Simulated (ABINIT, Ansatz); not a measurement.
# Quasiparticle gap of SrTiO3 (Tausonite) in ABINIT, part 2 of 2

Aim: the G0W0 gap of SrTiO3 (Tausonite) on PBE, step by step.

ABINIT 10.8.3; PBE and many-body steps on it, plane waves. Known limits of the many-body steps: not at the basis limit; no spin-orbit coupling; coarse k mesh.

So far. Step 3 (Empty states on the mesh, 4×4×4 mesh, 562 bands): On this mesh the gap is 1.908 eV. Step 4 (Screening, 4×4×4 mesh, 554 bands, screening to 326.5 eV): Local fields lower ε∞ by 6 %. On a Γ-centred mesh this coarse the value itself is usually too large, while a short band sum pulls it down.

## (5) Self-energy, 4×4×4 mesh, 554 bands, screening to 326.5 eV

The self-energy is evaluated for the states that the input lists, and the levels follow from it, in one-shot runs by the linearised quasiparticle equation.

This step: G0W0 on PBE, plane waves, norm-conserving pseudopotentials.

run.abi

```
acell 3*1.0 Angstrom
rprim 
  3.905280000000 0.000000000000 0.000000000000
  0.000000000000 3.905280000000 0.000000000000
  0.000000000000 0.000000000000 3.905280000000
ntypat 3
znucl 38 22 8
natom 5
typat 1 2 3 3 3
xred 
  0.500000000000 0.500000000000 0.500000000000
  0.000000000000 0.000000000000 0.000000000000
  0.500000000000 0.000000000000 0.000000000000
  0.000000000000 0.500000000000 0.000000000000
  0.000000000000 0.000000000000 0.500000000000
pp_dirpath "pseudos"
pseudos "Sr.upf, Ti.upf, O.upf"
ecut 38
ngkpt 4 4 4
nshiftk 1
shiftk 0 0 0
kptopt 1
chksymbreak 0
istwfk *1
occopt 1
irdwfk 1
optdriver 4
nband 554
gwcalctyp 0
ecutsigx 38
symsigma 1
nkptgw 2
kptgw 
  0.5000000000 0.5000000000 0.5000000000
  0.0000000000 0.0000000000 0.0000000000
bdgw 
  18 23
  18 23
ecuteps 12
irdscr 1
ppmodel 1
indata_prefix "in"
outdata_prefix "out"
tmpdata_prefix "tmp"
```

Run with:

```bash
$ OMP_NUM_THREADS=1 mpirun -n 4 abinit run.abi > log
```

Numbers of over 12 decimals in the logs are rounded to 6 here.

Output:

```text
.Version 10.8.3 of ABINIT. v10.8.2 released Aug 2026.

 Symmetries : space group Pm -3 m (#221); Bravais cP (primitive cubic)
[... echo of the input left out ...]
== DATASET  1 ==================================================================
-   mpi_nproc: 4, omp_nthreads: 1 (-1 if OMP is not activated)

--- !DatasetInfo
iteration_state: {dtset: 1, }
dimensions: {natom: 5, nkpt: 10, mband: 554, nsppol: 1, nspinor: 1, nspden: 1, mpw: 4632, }
cutoff_energies: {ecut:  38.0, pawecutdg:  -1.0, }
electrons: {nelect:   4.00000000E+01, charge:   0.00000000E+00, occopt:   1.00000000E+00, tsmear:   1.00000000E-02, }

 SIGMA: Calculation of the GW corrections

 Based on a program developped by R.W. Godby, V. Olevano, G. Onida, and L. Reining.
 Incorporated in ABINIT by V. Olevano, G.-M. Rignanese, and M. Torrent.
.Using double precision arithmetic ; gwpc =  8

[... cell and pseudopotentials left out ...]
--------------------------------------------------------------------------------

 ==== K-mesh for the wavefunctions ====
 Number of points in the irreducible wedge :    10
[... list of points left out ...]
 Together with 48 symmetry operations and time-reversal symmetry
 yields    64 points in the full Brillouin Zone.

 ==== Q-mesh for screening function ====
 Number of points in the irreducible wedge :    10
[... list of points left out ...]
 Together with 48 symmetry operations and time-reversal symmetry
 yields    64 points in the full Brillouin Zone.

 vcoul_init : cutoff-mode = AUXILIARY_FUNCTION
 q-points for optical limit:   1
     1)      0.000010    0.000020    0.000030
 setmesh: FFT mesh size selected  =    45x   45x   45
          total number of points  =        91125

 Number of electrons calculated from density =   40.0000; Expected =   40.0000
 average of density, n =  0.099519
 r_s =    1.3387
 omega_plasma =   30.4305 [eV]

 === KS Band Gaps ===
  >>>> For spin  1
   Minimum direct gap =   2.2628 [eV], located at k-point      :   0.0000  0.0000  0.0000
   Fundamental gap    =   1.9077 [eV], Top of valence bands at :   0.5000  0.5000  0.5000
                                       Bottom of conduction at :   0.0000  0.0000  0.0000
 SIGMA fundamental parameters:
 PLASMON POLE MODEL  1
 number of plane-waves for SigmaX                 4457
 number of plane-waves for SigmaC and W            799
 number of plane-waves for wavefunctions          4457
 number of bands                                   554
 number of independent spin polarizations            1
 number of spinorial components                      1
 number of k-points in IBZ                          10
 number of q-points in IBZ                          10
 number of symmetry operations                      48
 number of k-points in BZ                           64
 number of q-points in BZ                           64
 number of frequencies for dSigma/dE                 9
 frequency step for dSigma/dE [eV]                0.25
 number of omega for Sigma on real axis              0
 max omega for Sigma on real axis  [eV]           0.00
 zcut for avoiding poles [eV]                     0.10

 EPSILON^-1 parameters (SCR file):
 dimension of the eps^-1 matrix on file            799
 dimension of the eps^-1 matrix used               799
 number of plane-waves for wavefunctions          4457
 number of bands                                   554
 number of q-points in IBZ                          10
 number of frequencies                               2
 number of real frequencies                          1
 number of imag frequencies                          1

 matrix elements of self-energy operator (all in [eV])

 Perturbative Calculation

--- !SelfEnergy_ee
iteration_state: {dtset: 1, }
kpoint     : [   0.500,    0.500,    0.500, ]
spin       : 1
KS_gap     :    4.517
QP_gap     :    6.320
Delta_QP_KS:    1.804
data: !SigmaeeData |
     Band     E0 <VxcDFT>   SigX SigC(E0)      Z dSigC/dE  Sig(E)    E-E0       E
       18   6.925 -20.195 -25.189   4.369   0.763  -0.311 -20.672  -0.477   6.448
       19   6.925 -20.195 -25.189   4.369   0.763  -0.311 -20.672  -0.477   6.448
       20   6.925 -20.195 -25.189   4.369   0.763  -0.311 -20.672  -0.477   6.448
       21  11.442 -21.983 -12.959  -7.235   0.742  -0.349 -20.656   1.327  12.769
       22  11.442 -21.983 -12.959  -7.235   0.742  -0.349 -20.656   1.327  12.769
       23  11.442 -21.983 -12.959  -7.235   0.742  -0.349 -20.656   1.327  12.769

--- !SelfEnergy_ee
iteration_state: {dtset: 1, }
kpoint     : [   0.000,    0.000,    0.000, ]
spin       : 1
KS_gap     :    2.263
QP_gap     :    3.831
Delta_QP_KS:    1.568
data: !SigmaeeData |
     Band     E0 <VxcDFT>   SigX SigC(E0)      Z dSigC/dE  Sig(E)    E-E0       E
       18   6.570 -20.542 -25.366   4.165   0.768  -0.302 -21.048  -0.506   6.064
       19   6.570 -20.542 -25.366   4.165   0.768  -0.302 -21.048  -0.506   6.064
       20   6.570 -20.542 -25.366   4.165   0.768  -0.302 -21.048  -0.506   6.064
       21   8.833 -18.883 -11.450  -6.067   0.778  -0.286 -17.821   1.062   9.895
       22   8.833 -18.883 -11.450  -6.067   0.778  -0.286 -17.821   1.062   9.895
       23   8.833 -18.883 -11.450  -6.067   0.778  -0.286 -17.821   1.062   9.895

== END DATASET(S) ==============================================================
================================================================================

 -outvars: echo values of variables after computation  --------
           etotal      0.0000000000E+00
            nband         554
             nkpt          10
          spgroup         221
 [... the other variables as echoed above ...]

 Calculation completed.
```

Elapsed: 6.8 min, on 4 MPI ranks of Arm Neoverse V2, shared host; peak memory 5.1 GiB; 27 min of CPU time.

Numbers from this step:

```
G0W0 gap on the points computed              : 3.447 eV
starting gap on the mesh                     : 1.908 eV
k of the valence top                         : 0.5, 0.5, 0.5
k of the conduction bottom                   : 0, 0, 0
Z at the valence top                         : 0.763
Z at the conduction bottom                   : 0.778
least direct G0W0 gap on the computed points : 3.831 eV
```

The gap on the mesh goes from 1.91 eV to 3.45 eV, a correction of +1.54 eV.

Limits: finite bands, cutoff and mesh; no spin-orbit coupling; coarse k mesh. v1 is the top filled band, c1 the lowest empty one. Levels before and after the correction, in eV, zero at the valence-band top of each column:

```
           conduction bottom  valence top
Kohn-Sham               1.91         0.00
     G0W0               3.45         0.00
```

```
                         level  energy (eV)
Kohn-Sham  (0.5 0.5 0.5) v3-v1        0.000
Kohn-Sham  (0.5 0.5 0.5) c1-c3        4.517
Kohn-Sham              Γ v3-v1       -0.355
Kohn-Sham              Γ c1-c3        1.908
     G0W0  (0.5 0.5 0.5) v3-v1        0.000
     G0W0  (0.5 0.5 0.5) c1-c3        6.321
     G0W0              Γ v3-v1       -0.384
     G0W0              Γ c1-c3        3.447
```

## (6) Where the time went

Times are wall times on 4 MPI ranks of Arm Neoverse V2, shared host, good to a factor of about two.

```
                    step     time  share  memory (GiB)
            ground state     36 s    2 %          0.35
empty states on the mesh  3.6 min   11 %           4.7
               screening   22 min   67 %           4.1
             self-energy  6.8 min   20 %           5.1
```

## (7) What came out

- PBE gap: 1.91 eV, indirect
- G0W0 gap on the mesh: 3.45 eV
- GW settings: 4×4×4 mesh, 554 bands, screening to 326.5 eV, Godby-Needs plasmon pole
- known limits: not at the basis limit; no spin-orbit coupling; coarse k mesh

In words: G0W0 moves the gap on the mesh from 1.91 eV to 3.45 eV (+1.54 eV), with Z of 0.76 and 0.78 at the edges. Local fields lower the RPA ε∞ on this mesh from 6.78 to 6.39; a Γ-centred mesh this coarse tends to raise both, most where the direct gap is narrow, while a short band sum lowers them. Only 2 of the mesh's irreducible points were corrected, so a valley elsewhere could overtake. The dearest step here is «screening». Against experiment, by G0W0@PBE: the direct gap of 3.83 eV lies +0.06 eV from the measured 3.77 eV (direct, 300 K, 2013). An exciton line or allowed optical edge lies below the quasiparticle gap by the binding energy; a forbidden edge can push the onset above it. The calculation has static nuclei and no excitons; a measured gap holds zero-point and thermal motion, which mostly lowers it. Bands and cutoff are finite, so the gap is not at the basis limit. The miss can reach some tenths of an eV and take either sign; the mesh is an error of its own. In the G0W0 run levels were corrected at 2 k points alone, so a gap called «on the mesh» is the least over those, and an edge elsewhere would be missed. The 4×4×4 mesh is coarse for this cell, which bears on the long-range parts of exchange and screening. This is the ideal cubic cell; many perovskites, halides above all, are cubic only on average, and local tilts or off-centring can widen the gap. The many-body steps are scalar-relativistic: spin-orbit coupling is not in them.

[Paths, hosts, dates, memory and timing lines, banners, echoed tables and standing remarks are left out of the program output.]

[Logs are printed without paths, hosts, clocks, repeated set-up lines and the standing remarks that a program may print on its own settings, such as how far it seeks lower states.]

[Runs of the session that timed out or met a known fault of the program may be left out.]

[Hosts, paths, dates, database ids (printed as entryN), source tags and the programs' standing remarks are cut or masked in the printed files.]

[G0W0 gaps are taken among the corrected bands and points alone; a level outside them can change the order at an edge.]

[Where Ansatz stands beside ABINIT at settings called matched, ABINIT's density can come from a denser mesh and the files from another edition; pairs whose starting gaps differed by over 0.03 eV were left out, so agreement reads better than it is.]
